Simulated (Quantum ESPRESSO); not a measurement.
# Calcium (Fm-3m): phonons and their coupling to the electrons, part 2 of 3

Aim: phonons of metallic Calcium (Fm-3m) and how strongly they couple to the electrons.

Quantum ESPRESSO 7.5; DFT LDA, scalar-relativistic, plane waves, PseudoDojo norm-conserving pseudopotentials.

So far. Step 2 (A probe with smearing): No gap opens on this mesh, so smearing is kept; the start stands at -2.2 GPa. Step 4 (Self-consistent run for the response): The cell stands at -0.002 GPa, close enough for phonons. The relaxed cell has a = 5.337 Å (conventional setting).

### 7. Phonons on a q mesh

Linear response treats each wavevector in the unit cell, with no supercell; the 4×4×4 mesh fixes the range of the force constants to be had. The change of the potential is kept for the electron-phonon matrix elements.

The input, ph.in:

```
phonons
&inputph
   prefix = 'x'
   outdir = './tmp'
   fildyn = 'x.dyn'
   tr2_ph = 1.0d-18
   alpha_mix(1) = 0.4
   nmix_ph = 8
   ldisp = .true.
   nq1 = 4
   nq2 = 4
   nq3 = 4
   electron_phonon = 'interpolated'
   fildvscf = 'dvscf'
   el_ph_sigma = 0.005
   el_ph_nsigma = 10
/
```

On the command line:

```sh
$ OMP_NUM_THREADS=1 mpirun -n 4 ph.x -nk 4 -in ph.in > ph.out
```

Output:

```text
[banners, grids, parts of the stress and lines that vanish by symmetry left out]
[banner, memory and clock lines left out]
Program PHONON v.7.5

     ./tmp/x.save/

     IMPORTANT: XC functional enforced from input :
     Exchange-correlation= PW
                           (   1   4   0   0   0   0   0)
     Any further DFT definition will be discarded
     Please, verify this is what you really want

     G-vector sticks info

     Reading collected, re-writing distributed wavefunctions in ./tmp/

     Dynamical matrices for ( 4, 4, 4)  uniform grid of q-points
     (   8 q-points):
       N         xq(1)         xq(2)         xq(3)
       1   0.000000000   0.000000000   0.000000000
       2   0.176776695   0.176776695  -0.176776695
[...]
Number and degeneracy of irreps per q-point
       N         xq(1)         xq(2)         xq(3)   N irreps
       1   0.000000000   0.000000000   0.000000000       1
        3
       2   0.176776695   0.176776695  -0.176776695       2
        1   2
[...]
1   2
[...]
1   2
[...]
No degeneracy
[...]
No degeneracy
       7  -0.707106781   0.000000000   0.000000000       2
        1   2
       8  -0.707106781   0.353553391   0.000000000       2
        1   2

     Saving dvscf to file. Distribute only q points, not irreducible representations.

     Calculation of q =    0.0000000   0.0000000   0.0000000

     phonons

     bravais-lattice index     =            0
     lattice parameter (alat)  =       7.1310  a.u.
     unit-cell volume          =     256.4143 (a.u.)^3
     number of atoms/cell      =            1
     number of atomic types    =            1
     kinetic-energy cut-off    =      72.0000  Ry
     charge density cut-off    =     288.0000  Ry
     convergence threshold     =      1.0E-18
     beta                      =       0.4000
     number of iterations used =            8
     Exchange-correlation= PW
                           (   1   4   0   0   0   0   0)

     celldm(1)=    7.13103  celldm(2)=    0.00000  celldm(3)=    0.00000
     celldm(4)=    0.00000  celldm(5)=    0.00000  celldm(6)=    0.00000

     crystal axes: (cart. coord. in units of alat)
               a(1) = (  0.0000  0.7071  0.7071 )
               a(2) = (  0.7071  0.0000  0.7071 )
               a(3) = (  0.7071  0.7071  0.0000 )

     reciprocal axes: (cart. coord. in units 2 pi/alat)
               b(1) = ( -0.7071  0.7071  0.7071 )
               b(2) = (  0.7071 -0.7071  0.7071 )
               b(3) = (  0.7071  0.7071 -0.7071 )

     Atoms inside the unit cell:

     Cartesian axes

     site n.  atom      mass           positions (alat units)
        1  Ca     40.0780   tau(    1) = (    0.00000    0.00000    0.00000  )

     Computing dynamical matrix for
                    q = (   0.0000000   0.0000000   0.0000000 )

     49 Sym.Ops. (with q -> -q+G )

     G cutoff =  370.9690  (  21187 G-vectors)     FFT grid: ( 40, 40, 40)

     number of k points=    72  Marzari-Vanderbilt smearing, width (Ry)=  0.0200

     PseudoPot. # 1 for Ca read from file:
     ./pseudo/Ca.upf
     Pseudo is Norm-conserving + core correction, Zval = 10.0

     Mode symmetry, O_h (m-3m)  point group:

     Atomic displacements:
     There are    1 irreducible representations

     Representation     1      3 modes -  To be done

     Alpha used in Ewald sum =   2.8000

     Representation #   1 modes #   1   2   3

     Self-consistent Calculation
      iter #   1   av.it.:   7.1
      thresh= 1.000E-02 alpha_mix =  0.400 |ddv_scf|^2 =  1.220E-06
      iter #   2   av.it.:  10.8
      thresh= 1.104E-04 alpha_mix =  0.400 |ddv_scf|^2 =  6.170E-08
[...]
End of self-consistent calculation

     Convergence has been achieved

     Number of q in the star =    1
     List of q in the star:
[...]
Diagonalizing the dynamical matrix

     q = (    0.000000000   0.000000000   0.000000000 )

 **************************************************************************
     freq (    1) =      -0.055454 [THz] =      -1.849744 [cm-1]
     freq (    2) =      -0.055454 [THz] =      -1.849744 [cm-1]
     freq (    3) =      -0.055454 [THz] =      -1.849744 [cm-1]
 **************************************************************************

     Mode symmetry, O_h (m-3m)  point group:

     freq (   1-   3) =         -1.8  [cm-1]   --> T_1u G_15  G_4- I
     Electron-phonon interaction  ...

     [... narrower broadenings left out ...]
     Gaussian Broadening:   0.020 Ry, ngauss=   0
     DOS =  8.120202 states/spin/Ry/Unit Cell at Ef=  5.571291 eV
     lambda(    1)=  0.0000   gamma=    0.17 GHz
     lambda(    2)=  0.0000   gamma=    0.17 GHz
     lambda(    3)=  0.0000   gamma=    0.16 GHz
     [... wider broadenings left out ...]

     Number of q in the star =    1
     List of q in the star:
[...]
Calculation of q =    0.1767767   0.1767767  -0.1767767
     [... set-up and bands at k+q left out ...]

     Mode symmetry, C_3v (3m)   point group:

     Atomic displacements:
     There are    2 irreducible representations

     Representation     1      1 modes -  To be done

[...]
Message from routine init_vloc:
     Interpolation table for Vloc re-allocated

     Alpha used in Ewald sum =   2.8000

     Representation #   1 mode #   1

     Self-consistent Calculation

[...]
[... iterations left out ...]
[...]
End of self-consistent calculation

     Convergence has been achieved

     Representation #   2 modes #   2   3

[...]
[... iterations left out ...]
[...]
Convergence has been achieved

[...]
Diagonalizing the dynamical matrix

     q = (    0.176776695   0.176776695  -0.176776695 )

[...]
freq (    1) =       1.644198 [THz] =      54.844544 [cm-1]
     freq (    2) =       1.644198 [THz] =      54.844544 [cm-1]
     freq (    3) =       3.637795 [THz] =     121.343790 [cm-1]
[...]
Mode symmetry, C_3v (3m)   point group:

     freq (   1-   2) =         54.8  [cm-1]   --> E    L_3
     freq (   3-   3) =        121.3  [cm-1]   --> A_1  L_1
     Electron-phonon interaction  ...

     [... narrower broadenings left out ...]
     Gaussian Broadening:   0.020 Ry, ngauss=   0
     DOS =  8.120202 states/spin/Ry/Unit Cell at Ef=  5.571291 eV
     lambda(    1)=  0.1192   gamma=    2.50 GHz
     lambda(    2)=  0.1199   gamma=    2.51 GHz
     lambda(    3)=  0.0689   gamma=    7.07 GHz
     [... wider broadenings left out ...]

[...]
[... set-up and bands at k+q left out ...]

     Mode symmetry, D_3d (-3m)  point group:

[...]
Representation #   1 mode #   1

[...]
Convergence has been achieved

     Representation #   2 modes #   2   3

[...]
Convergence has been achieved

[...]
q = (   -0.353553391  -0.353553391   0.353553391 )

[...]
freq (    1) =       2.410507 [THz] =      80.405873 [cm-1]
     freq (    2) =       2.410507 [THz] =      80.405873 [cm-1]
     freq (    3) =       4.936212 [THz] =     164.654325 [cm-1]
[...]
Mode symmetry, D_3d (-3m)  point group:

     freq (   1-   2) =         80.4  [cm-1]   --> E_u  L_3'
     freq (   3-   3) =        164.7  [cm-1]   --> A_2u L_2'
[...]
lambda(    1)=  0.0346   gamma=    1.56 GHz
     lambda(    2)=  0.0345   gamma=    1.56 GHz
     lambda(    3)=  0.0429   gamma=    8.11 GHz
[...]
Mode symmetry, C_4v (4mm)  point group:

[...]
Convergence has been achieved

     Representation #   2 modes #   2   3

[...]
Convergence has been achieved

[...]
q = (    0.353553391   0.000000000   0.000000000 )

[...]
freq (    1) =       2.825524 [THz] =      94.249334 [cm-1]
     freq (    2) =       2.825524 [THz] =      94.249334 [cm-1]
     freq (    3) =       3.521789 [THz] =     117.474250 [cm-1]
[...]
Mode symmetry, C_4v (4mm)  point group:

     freq (   1-   2) =         94.2  [cm-1]   --> E    G_5 D_5
     freq (   3-   3) =        117.5  [cm-1]   --> A_1  G_1 D_1
[...]
lambda(    1)=  0.0174   gamma=    1.07 GHz
     lambda(    2)=  0.0172   gamma=    1.07 GHz
     lambda(    3)=  0.0511   gamma=    4.92 GHz
[...]
Mode symmetry, C_s (m)     point group:

[...]
Convergence has been achieved

[...]
Convergence has been achieved

[...]
Convergence has been achieved

[...]
q = (   -0.176776695  -0.530330086   0.530330086 )

[...]
freq (    1) =       3.288239 [THz] =     109.683857 [cm-1]
     freq (    2) =       3.694024 [THz] =     123.219381 [cm-1]
     freq (    3) =       4.897120 [THz] =     163.350339 [cm-1]
[...]
Mode symmetry, C_s (m)     point group:

     freq (   1-   1) =        109.7  [cm-1]   --> A''
     freq (   2-   2) =        123.2  [cm-1]   --> A'
     freq (   3-   3) =        163.4  [cm-1]   --> A'
[...]
lambda(    1)=  0.0268   gamma=    2.25 GHz
     lambda(    2)=  0.0223   gamma=    2.36 GHz
     lambda(    3)=  0.0318   gamma=    5.91 GHz
[...]
Mode symmetry, C_2v (mm2)  point group:

[...]
Convergence has been achieved

[...]
Convergence has been achieved

[...]
Convergence has been achieved

[...]
q = (    0.000000000  -0.353553391   0.353553391 )

[...]
freq (    1) =       2.276902 [THz] =      75.949291 [cm-1]
     freq (    2) =       3.895959 [THz] =     129.955209 [cm-1]
     freq (    3) =       4.315527 [THz] =     143.950479 [cm-1]
[...]
Mode symmetry, C_2v (mm2)  point group:

     freq (   1-   1) =         75.9  [cm-1]   --> B_1  D_3  S_3
     freq (   2-   2) =        130.0  [cm-1]   --> B_2  D_4  S_4
     freq (   3-   3) =        144.0  [cm-1]   --> A_1  D_1  S_1
[...]
lambda(    1)=  0.1088   gamma=    4.37 GHz
     lambda(    2)=  0.0086   gamma=    1.01 GHz
     lambda(    3)=  0.0999   gamma=   14.43 GHz
[...]
Calculation of q =   -0.7071068   0.0000000   0.0000000
     [... set-up and bands at k+q left out ...]

     Mode symmetry, D_4h(4/mmm) point group:

     Atomic displacements:
     There are    2 irreducible representations

[...]
Alpha used in Ewald sum =   2.8000

     Representation #   1 mode #   1

[...]
Convergence has been achieved

     Representation #   2 modes #   2   3

[...]
Convergence has been achieved

[...]
Diagonalizing the dynamical matrix

     q = (   -0.707106781   0.000000000   0.000000000 )

[...]
freq (    1) =       4.027000 [THz] =     134.326261 [cm-1]
     freq (    2) =       4.027000 [THz] =     134.326261 [cm-1]
     freq (    3) =       5.374021 [THz] =     179.258058 [cm-1]
[...]
Mode symmetry, D_4h(4/mmm) point group:

     freq (   1-   2) =        134.3  [cm-1]   --> E_u  X_5' M_5'
     freq (   3-   3) =        179.3  [cm-1]   --> A_2u X_4' M_4'
     Electron-phonon interaction  ...

     [... narrower broadenings left out ...]
     Gaussian Broadening:   0.020 Ry, ngauss=   0
     DOS =  8.120202 states/spin/Ry/Unit Cell at Ef=  5.571291 eV
     lambda(    1)=  0.0101   gamma=    1.27 GHz
     lambda(    2)=  0.0098   gamma=    1.24 GHz
     lambda(    3)=  0.0214   gamma=    4.79 GHz
     [... wider broadenings left out ...]

[...]
Calculation of q =   -0.7071068   0.3535534   0.0000000
     [... set-up and bands at k+q left out ...]

     Mode symmetry, D_2d (-42m) point group:

     Atomic displacements:
     There are    2 irreducible representations

     Representation     1      1 modes -  To be done

     Representation     2      2 modes -  To be done

     Alpha used in Ewald sum =   2.8000

     Representation #   1 mode #   1

     Self-consistent Calculation

[...]
[... iterations left out ...]
[...]
End of self-consistent calculation

     Convergence has been achieved

     Representation #   2 modes #   2   3

     Self-consistent Calculation

      iter #   1   av.it.:   7.5
      thresh= 1.000E-02 alpha_mix =  0.400 |ddv_scf|^2 =  1.407E-05

      [... iterations left out ...]
      iter #  10   av.it.:  12.2
      thresh= 2.519E-10 alpha_mix =  0.400 |ddv_scf|^2 =  1.243E-20

     End of self-consistent calculation

     Convergence has been achieved

     Number of q in the star =    6
     List of q in the star:
[...]
Diagonalizing the dynamical matrix

     q = (   -0.707106781   0.353553391   0.000000000 )

 **************************************************************************
     freq (    1) =       3.406301 [THz] =     113.621958 [cm-1]
     freq (    2) =       4.758101 [THz] =     158.713159 [cm-1]
     freq (    3) =       4.758101 [THz] =     158.713159 [cm-1]
 **************************************************************************

     Mode symmetry, D_2d (-42m) point group:

     freq (   1-   1) =        113.6  [cm-1]   --> B_2  X_3  W_2
     freq (   2-   3) =        158.7  [cm-1]   --> E    X_5  W_3
     Electron-phonon interaction  ...

     [... narrower broadenings left out ...]
     Gaussian Broadening:   0.020 Ry, ngauss=   0
     DOS =  8.120202 states/spin/Ry/Unit Cell at Ef=  5.571291 eV
     lambda(    1)=  0.0282   gamma=    2.53 GHz
     lambda(    2)=  0.0109   gamma=    1.92 GHz
     lambda(    3)=  0.0108   gamma=    1.89 GHz
     [... wider broadenings left out ...]

     Number of q in the star =    6
     List of q in the star:
[...]
5   0.353553391   0.000000000  -0.707106781
          6  -0.353553391  -0.000000000   0.707106781


[key lines of the parts left out:]
the Fermi energy is     5.5906 ev
```

Elapsed: 28 min, on 4 MPI ranks of AMD EPYC 7R43, shared host.

Numbers from this step:

- largest acoustic frequency at the zone centre before the sum rule: -1.85 cm⁻¹
- lowest mode on the q mesh (acoustic ones at the zone centre apart): 54.84 cm⁻¹

Frequencies (cm⁻¹) at each irreducible wavevector; negative means imaginary. Frequencies by wavevector:

```
  q (fractions)  star  mode 1  mode 2  mode 3
          0 0 0     1   -1.85   -1.85   -1.85
       0 0 0.25     8   54.84   54.84   121.3
       0 0 -0.5     4   80.41   80.41   164.7
    0 0.25 0.25     6   94.25   94.25   117.5
    0 0.25 -0.5    24   109.7   123.2   163.3
   0 0.25 -0.25    12   75.95     130   143.9
    0 -0.5 -0.5     3   134.3   134.3   179.3
0.25 -0.5 -0.25     6   113.6   158.7   158.7
```

Couplings of single modes at a Gaussian broadening of 0.02 Ry, as ph.x prints them; it sets λ to zero for modes under 20 cm⁻¹. Mode couplings:

```
  q (fractions)  mode  frequency (cm⁻¹)       λ  linewidth γ (GHz)
       0 0 0.25     1             54.84  0.1192                2.5
       0 0 0.25     2             54.84  0.1199               2.51
       0 0 0.25     3             121.3  0.0689               7.07
       0 0 -0.5     1             80.41  0.0346               1.56
       0 0 -0.5     2             80.41  0.0345               1.56
       0 0 -0.5     3             164.7  0.0429               8.11
    0 0.25 0.25     1             94.25  0.0174               1.07
    0 0.25 0.25     2             94.25  0.0172               1.07
    0 0.25 0.25     3             117.5  0.0511               4.92
    0 0.25 -0.5     1             109.7  0.0268               2.25
    0 0.25 -0.5     2             123.2  0.0223               2.36
    0 0.25 -0.5     3             163.3  0.0318               5.91
   0 0.25 -0.25     1             75.95  0.1088               4.37
   0 0.25 -0.25     2               130  0.0086               1.01
   0 0.25 -0.25     3             143.9  0.0999              14.43
    0 -0.5 -0.5     1             134.3  0.0101               1.27
    0 -0.5 -0.5     2             134.3  0.0098               1.24
    0 -0.5 -0.5     3             179.3  0.0214               4.79
0.25 -0.5 -0.25     1             113.6  0.0282               2.53
0.25 -0.5 -0.25     2             158.7  0.0109               1.92
0.25 -0.5 -0.25     3             158.7  0.0108               1.89
```

The acoustic modes at Γ come out as far as 1.9 cm⁻¹ from zero, where they should vanish, a small numerical error.

### 8. Force constants in real space

The dynamical matrices of the mesh are Fourier-transformed to force constants in real space.

The input, q2r.in:

```
&input
   fildyn = 'x.dyn'
   zasr = 'crystal'
   flfrc = 'x.fc'
   la2F = .true.
/
```

On the command line:

```sh
$ q2r.x < q2r.in > q2r.out
```

Output:

```text
[banners, grids, parts of the stress and lines that vanish by symmetry left out]
[banner, memory and clock lines left out]
Program Q2R v.7.5

  reading grid info from file x.dyn0

  reading force constants from file x.dyn1
  Dielectric Tensor not found
  nqs=            1
 q=   0.00000000  0.00000000  0.00000000
  reading force constants from file x.dyn2
  nqs=            8
 q=   0.17677670  0.17677670 -0.17677670
[...]
reading force constants from file x.dyn7
  nqs=            3
[...]
reading force constants from file x.dyn8
  nqs=            6
[...]
q=   0.35355339  0.00000000 -0.70710678
 q=  -0.35355339 -0.00000000  0.70710678

      q-space grid ok, #points =   64

      fft-check success (sum of imaginary terms < 10^-12)

   Preparing gamma for a2F

 Broadening =      0.005
      q-space grid ok, #points =   64

      fft-check success (sum of imaginary terms < 10^-12)

 Broadening =      0.010
[...]
Broadening =      0.045
      q-space grid ok, #points =   64

      fft-check success (sum of imaginary terms < 10^-12)

 Broadening =      0.050
      q-space grid ok, #points =   64

      fft-check success (sum of imaginary terms < 10^-12)
```

Elapsed: 0.81 s, on 1 thread.

(Part 2 of 3 ends here.)

[Host names and launcher messages were left out of these logs when they were recorded.]

[Logs are printed without paths, hosts, clocks, repeated set-up lines and the standing remarks that a program may print on its own settings, such as how far it seeks lower states.]

[Hosts, paths, dates, database ids (printed as entryN), source tags and the programs' standing remarks are cut or masked in the printed files.]
